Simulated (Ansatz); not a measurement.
# C on Ta(110): change of the work function, part 2 of 5

Wanted: Δφ(θ) for C/Ta(110), starting from the top site.

Ansatz 0.2.0; plane-wave DFT, PBE, Ansatz PAW (the session's first sound run).

So far, work function, upper face (eV): step 2 (the clean slab) 4.76.

## 3. Adsorbate added, k-mesh 6×6×1, coverage 0.25 ML

System of this step: Ta16C (C/Ta(110)). The cell holds 17 atoms: 16 Ta and 1 C. Cell: a = 5.733 Å, b = 5.733 Å, c = 27.395 Å, α = 90.0°, β = 90.0°, γ = 70.5°. Vacuum lies along c.

The clean slab as it ended is repeated in the plane and the adsorbate is set on one face; the cell's size fixes the coverage, and the k-mesh shrinks with it to keep the sampling density about even. Adsorbate and upper layers relax, since the dipole depends on the height.

File input.yaml:

```yaml
crystal:
  lattice:
    - [4.6810468914, -3.31, 0.0]
    - [4.6810468914, 3.31, 0.0]
    - [0.0, 0.0, 27.3949234959]
  atoms:
    - { symbol: Ta, position: [0.0, 0.0, 0.3285280209] }
    - { symbol: Ta, position: [0.25, 0.25, 0.4139644138] }
    - { symbol: Ta, position: [0.0, 0.0, 0.4995769615] }
    - { symbol: Ta, position: [0.25, 0.25, 0.58167432] }
    - { symbol: Ta, position: [0.0, 0.5, 0.3285280209] }
    - { symbol: Ta, position: [0.25, 0.75, 0.4139644138] }
    - { symbol: Ta, position: [0.0, 0.5, 0.4995769615] }
    - { symbol: Ta, position: [0.25, 0.75, 0.58167432] }
    - { symbol: Ta, position: [0.5, 0.0, 0.3285280209] }
    - { symbol: Ta, position: [0.75, 0.25, 0.4139644138] }
    - { symbol: Ta, position: [0.5, 0.0, 0.4995769615] }
    - { symbol: Ta, position: [0.75, 0.25, 0.58167432] }
    - { symbol: Ta, position: [0.5, 0.5, 0.3285280209] }
    - { symbol: Ta, position: [0.75, 0.75, 0.4139644138] }
    - { symbol: Ta, position: [0.5, 0.5, 0.4995769615] }
    - { symbol: Ta, position: [0.75, 0.75, 0.58167432] }
    - { symbol: C, position: [0.25, 0.25, 0.6714719791] }
kpoints:
  mp_grid: { grid: [6, 6, 1] }
hamiltonian:
  xc: pbe
scf:
  occupations: { method: fermi_dirac, width: 0.1 }
  convergence: { dr2_threshold: 1.0e-08 }
efield:
  axis: 3
  dipole_correction: true
  ramp_position: 0.97
  ramp_width: 0.06
relax:
  f_tol: 0.02
  max_steps: 60
  constraints: [{ sites: [0, 1, 4, 5, 8, 9, 12, 13] }]
output:
  bader: true
  dos: { projected: true, e_range: [-8, 4] }
  write_potential: true
  write_density: true
  volumetric_format: npy
  elf: true
```

Command:

```
$ ansatz run input.yaml --threads 4 --pin off --max-ram 6144MiB --backend cpu --events-out ev --progress --plain --runs-dir out
```

Numbers of over 12 decimals in the logs are rounded to 6 here.

Log:

```text
[...]
Crystal: 17 atoms, lattice volume = 848.928 Å³
Basis set: ecut = 420 eV, 16651 PW (Γ), exchange–correlation on 80×80×384 points (8 copies of the dense FFT grid, shifted against one another)
Bands: 128, of which v1, the nominal top of the filled ones, is band 106 counted from 1 (105 counted from 0)
Symmetry: 4 space group operations
[...]
k-points: 13 of 36
[...]
SCF iter   1: F=—  HF=-159153.489706 eV  |F-HF|=—  |Δ(HF+E_count)|=         —  Δρ=1.07e-2  dr2=1.53e1  ethr=1.77e-3  p=-0.247 e·Å  D=-5.27e-2 V/Å  ΔV_dip=1.44 eV  dr2_dipole=2.67e0  V_vac-E_F(+/−)=6.39/4.95 eV  ⟨swp⟩=10.5  Hψ=8579  notcnv=0
[...]
SCF iter   9: F=-159153.108497 eV  HF=-159153.108497 eV  |F-HF|=1.59e-8  |Δ(HF+E_count)|=   1.34e-7  Δρ=6.36e-7  dr2=6.38e-9  ethr=4.72e-12  p=-0.171 e·Å  D=-3.64e-2 V/Å  ΔV_dip=1.00 eV  dr2_dipole=1.99e-10  V_vac-E_F(+/−)=5.79/4.79 eV  ⟨swp⟩=13.7  Hψ=13225  notcnv=0
SCF 1 converged in 9 iterations: F = -159153.108497 eV  dr2 = 6.38e-9
[...]
relax step   1: F+E_penalty+E_count = -159153.10849721 eV  Δ(F+E_penalty+E_count) = +0.000e0 eV  max|allowed force component| = 3.594e0 eV/Å  Δτ_max = 0.0000 Å  (9 SCF iters, accepted)
[...]
SCF iter   1: F=—  HF=-159154.549966 eV  |F-HF|=—  |Δ(HF+E_count)|=         —  Δρ=1.47e-2  dr2=9.61e0  ethr=3.10e-3  p=-0.171 e·Å  D=-3.64e-2 V/Å  ΔV_dip=1.00 eV  dr2_dipole=2.24e0  V_vac-E_F(+/−)=5.81/4.81 eV  ⟨swp⟩=4.7  Hψ=3293  notcnv=0  defer=3
[...]
SCF iter  10: F=-159154.102058 eV  HF=-159154.102058 eV  |F-HF|=2.52e-8  |Δ(HF+E_count)|=   1.10e-7  Δρ=4.36e-7  dr2=2.78e-9  ethr=4.72e-12  p=-0.183 e·Å  D=-3.90e-2 V/Å  ΔV_dip=1.07 eV  dr2_dipole=6.56e-11  V_vac-E_F(+/−)=5.86/4.79 eV  ⟨swp⟩=14.2  Hψ=13400  notcnv=0
SCF 2 converged in 10 iterations: F = -159154.102058 eV  dr2 = 2.78e-9
[...]
relax step   2: F+E_penalty+E_count = -159154.10205790 eV  Δ(F+E_penalty+E_count) = -9.936e-1 eV  max|allowed force component| = 2.918e0 eV/Å  Δτ_max = 0.1949 Å  (10 SCF iters, accepted)
[...]
SCF iter  10: F=-159154.500330 eV  HF=-159154.500330 eV  |F-HF|=1.58e-8  |Δ(HF+E_count)|=   6.58e-8  Δρ=4.88e-7  dr2=4.28e-9  ethr=4.72e-12  p=-0.145 e·Å  D=-3.10e-2 V/Å  ΔV_dip=0.85 eV  dr2_dipole=1.03e-9  V_vac-E_F(+/−)=5.63/4.78 eV  ⟨swp⟩=14.4  Hψ=12996  notcnv=0
SCF 3 converged in 10 iterations: F = -159154.500330 eV  dr2 = 4.28e-9
relax step   3: F+E_penalty+E_count = -159154.50032974 eV  Δ(F+E_penalty+E_count) = -3.983e-1 eV  max|allowed force component| = 1.436e0 eV/Å  Δτ_max = 0.1948 Å  (10 SCF iters, accepted)
[...]
relax step   4: F+E_penalty+E_count = -159154.71682670 eV  Δ(F+E_penalty+E_count) = -2.165e-1 eV  max|allowed force component| = 4.975e-1 eV/Å  Δτ_max = 0.1947 Å  (10 SCF iters, accepted)
[...]
relax step   5: F+E_penalty+E_count = -159154.73417633 eV  Δ(F+E_penalty+E_count) = -1.735e-2 eV  max|allowed force component| = 1.997e-1 eV/Å  Δτ_max = 0.1058 Å  (9 SCF iters, accepted)
SCF iter   1: F=—  HF=-159154.738731 eV  |F-HF|=—  |Δ(HF+E_count)|=         —  Δρ=1.01e-3  dr2=6.17e-2  ethr=2.88e-4  p=-0.079 e·Å  D=-1.69e-2 V/Å  ΔV_dip=0.46 eV  dr2_dipole=1.00e-2  V_vac-E_F(+/−)=5.25/4.78 eV  ⟨swp⟩=2.2  Hψ=2507  notcnv=0
[...]
SCF iter   8: F=-159154.736493 eV  HF=-159154.736493 eV  |F-HF|=8.44e-9  |Δ(HF+E_count)|=   2.21e-8  Δρ=3.06e-7  dr2=2.20e-9  ethr=4.72e-12  p=-0.083 e·Å  D=-1.78e-2 V/Å  ΔV_dip=0.49 eV  dr2_dipole=1.03e-11  V_vac-E_F(+/−)=5.27/4.79 eV  ⟨swp⟩=12.4  Hψ=12836  notcnv=0
SCF 6 converged in 8 iterations: F = -159154.736493 eV  dr2 = 2.20e-9
relax step   6: F+E_penalty+E_count = -159154.73649267 eV  Δ(F+E_penalty+E_count) = -2.316e-3 eV  max|allowed force component| = 6.845e-3 eV/Å  Δτ_max = 0.0267 Å  (8 SCF iters, accepted)
NSCF: frozen V_eff on 13 k-points
the band table was solved once a step of the walk had ended and its energy, with any forces and stress, was formed, with the checks that follow a solve (7460 applications of the Hamiltonian). They found nothing against the state; the energy, forces and stress were not computed again (output.eigenvalues in the input reference)
SCF converged after 8 iterations
Free energy (F): -159154.736493 eV
[...]
Internal energy: -159154.026789 eV  (E = F + TS)
E sigma→0 (E₀):  -159154.381641 eV
Entropy (-TS):   -0.709704 eV (-41.747 meV/atom)
Fermi energy:    3.300655 eV
Dipole field:    D = -0.017775 V/Å  (p = -0.083393 e·Å, saw-weighted, corrected)
Work function:   Φ+ = 5.2719 eV   Φ− = 4.7850 eV
[...]
--- Forces (eV/Å), atoms counted from 1 ---
  atom   1  Ta     0.02570712    -0.00000000     0.38491755
  atom   2  Ta    -0.00000000    -0.00000000    -0.26156598
  atom   3  Ta     0.00408513     0.00000000     0.00009554
  atom   4  Ta    -0.00000000     0.00000000     0.00684474
  atom   5  Ta     0.00000000     0.00484828     0.39194567
  atom   6  Ta     0.00000000    -0.00000000    -0.34434262
  atom   7  Ta     0.00000000     0.00185639    -0.00113901
  atom   8  Ta    -0.00000000    -0.00000000     0.00141478
  atom   9  Ta     0.00000000    -0.00484828     0.39194567
  atom  10  Ta     0.00000000     0.00000000    -0.34434262
  atom  11  Ta    -0.00000000    -0.00185639    -0.00113901
  atom  12  Ta    -0.00000000     0.00000000     0.00141478
  atom  13  Ta    -0.02570712     0.00000000     0.38491755
  atom  14  Ta     0.00000000    -0.00000000    -0.60723784
  atom  15  Ta    -0.00408513    -0.00000000     0.00009554
  atom  16  Ta    -0.00000000     0.00000000     0.00005096
  atom  17  C     -0.00000000    -0.00000000    -0.00387197
  max |Σ_I F_I| component: 3.71e-6 eV/Å
--- Band table (eV; the first three rows and the last of 13) ---
  k-point 0: bands = [... 102 lower, 3.3814, 3.6428, 3.6817, 3.7232, 3.7686, 3.7897, 4.0001, 4.3189, ... 18 higher]
  k-point 1: bands = [... 102 lower, 3.2564, 3.3798, 3.4407, 3.5862, 3.5989, 3.7558, 3.9589, 4.0800, ... 18 higher]
  k-point 2: bands = [... 102 lower, 2.9439, 3.0619, 3.0854, 3.1769, 3.2331, 3.2676, 3.3015, 3.4728, ... 18 higher]
  k-point 12: bands = [... 102 lower, 3.1650, 3.3463, 3.3630, 3.4312, 3.4617, 3.4874, 3.5954, 3.6327, ... 18 higher]
--- Relaxed structure (6 steps of the walk, 6 accepted, 0 SCFs on fresh bases) ---
  F+E_penalty+E_count = -159154.73649267 eV   max|allowed force component| = 6.845e-3 eV/Å
  atoms:
    - { symbol: Ta, position: [0.0, 0.0, 0.3285280209] }
    - { symbol: Ta, position: [0.25, 0.25, 0.413964] }
    - { symbol: Ta, position: [-0.000972391, -0.000972391, 0.500622] }
    - { symbol: Ta, position: [0.25, 0.25, 0.578419] }
    - { symbol: Ta, position: [-5.551115123125783e-17, 0.5, 0.3285280209] }
    - { symbol: Ta, position: [0.25, 0.75, 0.413964] }
    - { symbol: Ta, position: [-0.00705729, 0.507057, 0.498638] }
    - { symbol: Ta, position: [0.25, 0.75, 0.585029] }
    - { symbol: Ta, position: [0.5, -5.551115123125783e-17, 0.3285280209] }
    - { symbol: Ta, position: [0.75, 0.25, 0.413964] }
    - { symbol: Ta, position: [0.507057, -0.00705729, 0.498638] }
    - { symbol: Ta, position: [0.75, 0.25, 0.585029] }
    - { symbol: Ta, position: [0.5, 0.5, 0.3285280209] }
    - { symbol: Ta, position: [0.75, 0.75, 0.413964] }
    - { symbol: Ta, position: [0.500972, 0.500972, 0.500622] }
    - { symbol: Ta, position: [0.75, 0.75, 0.583211] }
    - { symbol: C, position: [0.25, 0.25, 0.647781] }
--- Bader charges: 17 sites ---
  site symbol  charge [e]  shift [e]
     0     Ta     -0.1045     0.0000
     1     Ta      0.1057     0.0000
     2     Ta      0.1189     0.0000
     3     Ta      0.2698     0.0022
     4     Ta     -0.1035     0.0000
     5     Ta      0.1060     0.0000
     6     Ta      0.0672     0.0000
     7     Ta      0.0730     0.0000
     8     Ta     -0.1035     0.0000
     9     Ta      0.1059     0.0000
    10     Ta      0.0672     0.0000
    11     Ta      0.0730     0.0000
    12     Ta     -0.1045     0.0000
    13     Ta      0.0966     0.0000
    14     Ta      0.1189     0.0000
    15     Ta      0.0160     0.0000
    16      C     -0.8022     0.0022
  estimated error of the sums over rays = 9.7e-4 e
```

It took 12 min on 4 threads of Arm Neoverse N1, shared host; peak memory 3 GiB.

Relaxation path:

```csv
step,energy less that of the first step (eV),largest force component (eV/Å)
1,0.0000,3.5939
2,-0.9936,2.9179
3,-1.3918,1.4360
4,-1.6083,0.4975
5,-1.6257,0.1997
6,-1.6280,0.0068
```

The run keeps the 4 symmetry operations that it works with, so distortions that break them were not tested.

The atoms that moved most (Å):

| atom | dx | dy | dz | length |
| --- | --- | --- | --- | --- |
| C17 | 0.000 | 0.000 | -0.649 | 0.649 |
| Ta8 | 0.000 | 0.000 | 0.092 | 0.092 |
| Ta12 | 0.000 | 0.000 | 0.092 | 0.092 |
| Ta4 | 0.000 | 0.000 | -0.089 | 0.089 |
| Ta11 | 0.000 | -0.047 | -0.026 | 0.053 |
| Ta7 | 0.000 | 0.047 | -0.026 | 0.053 |
| Ta16 | 0.000 | 0.000 | 0.042 | 0.042 |
| Ta15 | 0.009 | 0.000 | 0.029 | 0.030 |

Final coordinates:

```xyz
17
Lattice="4.6810 -3.3100 0.0000 4.6810 3.3100 0.0000 0.0000 0.0000 27.3949" Properties=species:S:1:pos:R:3
Ta    0.0000    0.0000    9.0000
Ta    2.3405    0.0000   11.3405
Ta   -0.0091    0.0000   13.7145
Ta    2.3405    0.0000   15.8458
Ta    2.3405    1.6550    9.0000
Ta    4.6810    1.6550   11.3405
Ta    2.3405    1.7017   13.6601
Ta    4.6810    1.6550   16.0268
Ta    2.3405   -1.6550    9.0000
Ta    4.6810   -1.6550   11.3405
Ta    2.3405   -1.7017   13.6601
Ta    4.6810   -1.6550   16.0268
Ta    4.6810    0.0000    9.0000
Ta    7.0216    0.0000   11.3405
Ta    4.6902    0.0000   13.7145
Ta    7.0216    0.0000   15.9770
C     2.3405    0.0000   17.7459
```

This step gave:

- energy at zero smearing: -159154.3816 eV
- work function, upper face: 5.272 eV
- work function, lower face: 4.785 eV
- dipole along the normal: -0.08339 e·Å
- step between the vacuum levels: 0.4870 eV

Running mean over 2.341 Å of the planar mean; the ramp of the sawtooth is left out. Electron's electrostatic potential energy less the Fermi level against z:

```
z (Å)  electron's electrostatic potential energy less the Fermi level (eV)
  3.5                                                                 4.78
  4.0                                                                 4.78
  4.5                                                                 4.78
  5.0                                                                 4.77
  5.5                                                                 4.73
  6.0                                                                 4.59
  6.5                                                                 4.18
  7.0                                                                 2.95
  7.5                                                               -0.267
  8.0                                                                -5.21
  8.5                                                                -8.89
  9.0                                                                -10.1
  9.5                                                                -10.1
 10.0                                                                -10.0
 10.5                                                                -10.0
 11.0                                                                -9.99
 11.5                                                                -9.98
 12.0                                                                -9.96
 12.5                                                                -9.93
 13.0                                                                -9.97
 13.5                                                                -10.1
 14.0                                                                -10.2
 14.5                                                                -10.5
 15.0                                                                -10.6
 15.5                                                                -10.4
 16.0                                                                -10.1
 16.5                                                                -9.12
 17.0                                                                -5.81
 17.5                                                                -1.06
 18.0                                                                 2.07
 18.5                                                                 3.45
 19.0                                                                 4.44
 19.5                                                                 5.05
 20.0                                                                 5.22
 20.5                                                                 5.26
 21.0                                                                 5.27
 21.5                                                                 5.27
 22.0                                                                 5.27
 22.5                                                                 5.27
 23.0                                                                 5.27
 23.5                                                                 5.27
 24.0                                                                 5.27
```

The density of states has structure finer than the step of the table below, so its rows give means over 0.5 eV, whole bins alone (the curve runs from -8 to 1.89 eV). Peaks (eV: height): -1.44: 31.7, -1.35: 31.8, -1.20: 38.8, -1.14: 34.0, -0.78: 31.2, -0.51: 30.5, -0.33: 34.3.

Density of states against energy, zero at the Fermi level; means over each step:

```csv
energy (eV),density of states (states/eV a cell)
-7.5,0.121
-7.0,0.950
-6.5,1.00
-6.0,2.06
-5.5,2.38
-5.0,3.18
-4.5,5.45
-4.0,9.69
-3.5,11.3
-3.0,18.0
-2.5,12.8
-2.0,11.7
-1.5,22.4
-1.0,26.5
-0.5,26.2
0.0,21.5
0.5,14.0
1.0,11.2
1.5,10.7
```

Projected DOS per atom over height of the atomic layer and energy from the Fermi level. Layers: Ta4 Ta4 Ta4 Ta4 C from below.

Ten even steps from '_' (0.00 states/eV) to '@' (2.07 states/eV), each cell a mean:
```
==::::--..
--::::--..
--..::--::
++----++++
%%++++**==
@@******==
%%##****--
**####++--
::::--==##
----::==--
==++++==..
--======..
::----::__
..::::..__
........__
__________
__________
__________
__________
__________
__________
__________
```
Columns: height of the atomic layer (Å) from 9 to 17.7 (not evenly spaced); rows upwards: energy from the Fermi level (eV) from -7.96 to 1.84.

ELF in the ca plane at fractional y = 0.250, with atoms of Ta and C within 0.2 Å of it. It is the smooth field of the valence electrons, not physical close to the nuclei.

Values, 8 rows by 16 columns, each cell a mean:
```
0.35 0.37 0.37 0.35 0.39 0.39 0.36 0.39 0.16 0.10 0.03 0.00 0.00 0.00 0.00 0.00
0.42 0.36 0.51 0.43 0.43 0.46 0.45 0.52 0.24 0.03 0.00 0.00 0.00 0.00 0.00 0.00
0.39 0.34 0.58 0.39 0.42 0.44 0.40 0.59 0.19 0.03 0.00 0.00 0.00 0.00 0.00 0.00
0.35 0.41 0.29 0.39 0.39 0.39 0.40 0.31 0.23 0.19 0.07 0.01 0.00 0.00 0.00 0.00
0.35 0.37 0.37 0.34 0.40 0.37 0.33 0.33 0.55 0.71 0.44 0.08 0.00 0.00 0.00 0.00
0.42 0.36 0.51 0.43 0.44 0.35 0.52 0.49 0.58 0.74 0.73 0.18 0.01 0.00 0.00 0.00
0.39 0.34 0.58 0.39 0.43 0.35 0.47 0.52 0.61 0.79 0.69 0.16 0.01 0.00 0.00 0.00
0.35 0.41 0.30 0.39 0.40 0.38 0.36 0.28 0.48 0.58 0.32 0.06 0.00 0.00 0.00 0.00
```
Columns run along c (16.0 Å, from fractional 0.32 to 0.91 of the cell), rows up along a (5.7 Å). Atoms in or near the plane, at fractional coordinates: Ta at (0.41, 0.25), Ta at (0.58, 0.25), Ta at (0.41, 0.75), Ta at (0.59, 0.75), C at (0.65, 0.25).

Valence density in the ca plane at fractional y = 0.250, with atoms of Ta and C within 0.2 Å of it. It is the smooth field of the valence electrons, not physical close to the nuclei.

Ten even steps from '0' (0.0 e/Å³) to '9' (4.2 e/Å³), each cell a mean:
```
00000001000000000001100000000000000000000000
00000134210000000014420000000000000000000000
00001499720000000159971000000000000000000000
00001699930000000279993000000000000000000000
00001499720000000159971000000000000000000000
00000134210000000014420000000000000000000000
00000001000000000001100000000000000000000000
00000000000000000000000000000000000000000000
00000012100000000012100000000000000000000000
00000367510000000257631122100000000000000000
00001699830000000499962333200000000000000000
00001699830000000499962333200000000000000000
00000367510000000157621122100000000000000000
00000012100000000012100000000000000000000000
00000000000000000000000000000000000000000000
```
Columns run along c (16.0 Å, from fractional 0.32 to 0.91 of the cell), rows up along a (5.7 Å). Atoms in or near the plane, at fractional coordinates: Ta at (0.41, 0.25), Ta at (0.58, 0.25), Ta at (0.41, 0.75), Ta at (0.59, 0.75), C at (0.65, 0.25).

Electrostatic potential energy in the ca plane at fractional y = 0.250, with atoms of Ta and C within 0.2 Å of it. With pseudopotentials it is smooth inside the atoms' cores, unlike the true potential.

Values in eV, 8 rows by 16 columns, each cell a mean:
```
  2   2 -13  -1   3   3  -2 -13   2   8   8   8   8   8   8   8
  4  -6 -53 -20   4   4 -22 -52  -7   7   8   8   8   8   8   8
  3  -4 -44 -15   4   4 -17 -44  -5   7   8   8   8   8   8   8
  1   4  -5   2   3   2   1  -5   4   8   8   9   8   8   8   8
  2   2 -12  -1   3   2  -5 -10   3   5   9   9   9   8   8   8
  4  -6 -53 -20   4   3 -31 -46 -25 -25   8   9   9   8   8   8
  3  -4 -44 -15   4   3 -25 -38 -16 -15   8   9   9   8   8   8
  1   4  -5   2   3   2   0  -4   5   7   9   9   8   8   8   8
```
Columns run along c (16.0 Å, from fractional 0.32 to 0.91 of the cell; values clipped at the 3rd and 97th percentile), rows up along a (5.7 Å). Atoms in or near the plane, at fractional coordinates: Ta at (0.41, 0.25), Ta at (0.58, 0.25), Ta at (0.41, 0.75), Ta at (0.59, 0.75), C at (0.65, 0.25).

The relaxation took 6 steps and lowered the energy by 1.6 eV; the largest force on the free atoms ends at 0.0068 eV/Å.

By hand: a sheet of dipoles makes a step −p/(ε₀A) in the electron's potential. With e/ε₀ = 180.95 V·Å, p = -0.08339 e·Å and A = 30.99 Å², that is −180.95 × (-0.08339) / 30.99 = +0.487 eV, and the two vacuum levels of the run differ by +0.487 eV.

The covered face has 5.27 eV, +0.51 eV against the clean one; the bare back face has moved by -0.03 eV, a measure of how thin the slab is.

(Continued in part 3 of 5.)

[Logs are printed without paths, hosts, clocks, repeated set-up lines and the standing remarks that a program may print on its own settings, such as how far it seeks lower states.]

[Hosts, paths, dates, database ids (printed as entryN), source tags and the programs' standing remarks are cut or masked in the printed files.]

[Maps of the electrostatic potential energy from Ansatz leave out the sawtooth potential of an applied field or a dipole correction, so their vacuum need not be flat; planar profiles and work functions include it.]

[The density of states shown here was stored with 400 of the rows of the run's finer table, so its peaks can read low, often by over a quarter, or be missed, and its means over a window can be off by a tenth or more.]
